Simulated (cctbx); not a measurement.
**Diagnosing a refinement**

Cell a = 7.3990 Å, b = 7.3990 Å, c = 3.6150 Å, α = 90.00°, β = 90.00°, γ = 120.00°; space group P-62m (no. 189). The compound is Sc6CoW2.

The data are simulated with cctbx, not measured: Cu Kα, λ = 1.54184 Å, to d = 0.83 Å, 70 % of the full sphere, strongest reflection 5000 counts, noise from counting, a 3 % proportional error and a noise floor of 15 counts (s.d.); no absorption, and some extinction, which the refinements don't model.

An anisotropic refinement with weights 1/σ² prints:

```text
Rint 0.045, 139 unique reflections to 0.83 A
cycle     R1     wR2    GooF  max shift (A)
   1  0.0771  0.1707   6.143   0.00799
   2  0.0477  0.1019   3.665   0.00005
final R1 0.0477 wR2 0.1019 GooF 3.665  parameters 12  data/parameter 11.6
atom        x        y        z      Ueq    occ   su(xyz)  su(Uiso or U11)
Ba1    0.66667  0.33333  0.50000   0.0063  1.000  0.00000  0.0007
Co1    0.00000  0.00000  0.00000   0.0162  1.000  0.00000  0.0026
Sc1    0.38872  0.38872  0.00000   0.0196  1.000  0.00113  0.0037
Sc2    0.76001  0.76001  0.50000   0.0181  1.000  0.00103  0.0030
difference map: max 1.59 min -2.37 rms 0.43
Q1    0.3333  0.6667  0.5000    2    1.61  0.00 A from Ba1
Q2    0.2498  0.5436  0.1412   12    0.93  1.53 A from Ba1
Q3    0.0000  0.3626  0.3525    6    0.83  1.05 A from Sc2
Q4    0.1226  0.8597  0.3177   12    0.77  1.17 A from Sc2
Q5    0.1715  0.4015  0.3981   12    0.76  1.29 A from Sc2
Q6    0.0000  0.9208  0.5000    3    0.69  1.57 A from Sc2
```

Q: Accept it or mend it, and why?

Mend it. The fault: wrong element: Ba1 is W. Against the right model at the same level, R1 goes from 0.0125 to 0.0477 and GooF from 0.94 to 3.67, U of Co1 swells from 0.0036 to 0.0162 Å², U of Sc2 swells from 0.0052 to 0.0181 Å², U of Sc1 swells from 0.0061 to 0.0196 Å², U of Ba1 shrinks from 0.0086 to 0.0063 Å² and the top difference peak, 1.6 e/Å³, lies on Ba1. Ba1 has 18 electrons too few and its U shrinks to make up, as expected.

The compound is Sc6CoW2. The right model at the same level gives:

```text
Rint 0.045, 139 unique reflections to 0.83 A
cycle     R1     wR2    GooF  max shift (A)
   1  0.0294  0.0656   2.359   0.00209
   2  0.0125  0.0262   0.943   0.00000
final R1 0.0125 wR2 0.0262 GooF 0.943  parameters 12  data/parameter 11.6
atom        x        y        z      Ueq    occ   su(xyz)  su(Uiso or U11)
W1     0.66667  0.33333  0.50000   0.0086  1.000  0.00000  0.0002
Co1    0.00000  0.00000  0.00000   0.0036  1.000  0.00000  0.0007
Sc1    0.38920  0.38920  0.00000   0.0061  1.000  0.00028  0.0009
Sc2    0.76082  0.76082  0.50000   0.0052  1.000  0.00026  0.0007
Flack x: 0.01(5)
Hooft y: 0.082(54)  Bijvoet pairs: 54
difference map: max 0.63 min -1.01 rms 0.16
Q1    0.0000  0.9108  0.2338    6    0.65  1.07 A from Co1
Q2    0.0000  0.5228  0.3148    6    0.43  1.31 A from Sc1
Q3    0.2593  0.5655  0.1660   12    0.42  1.38 A from W1
Q4    0.1903  0.6108  0.3032   12    0.42  1.17 A from W1
Q5    0.1215  0.8570  0.3369   12    0.38  1.14 A from Sc2
Q6    0.1907  0.4046  0.3079   12    0.38  1.50 A from Sc2
```

The model was made for the exercise: a known structure type with other elements put in, its volume estimated, not relaxed; displacement parameters are assumed.

[Middle refinement cycles are left out of these outputs.]

[Logs are printed without paths, hosts, clocks, repeated set-up lines and the standing remarks that a program may print on its own settings, such as how far it seeks lower states.]
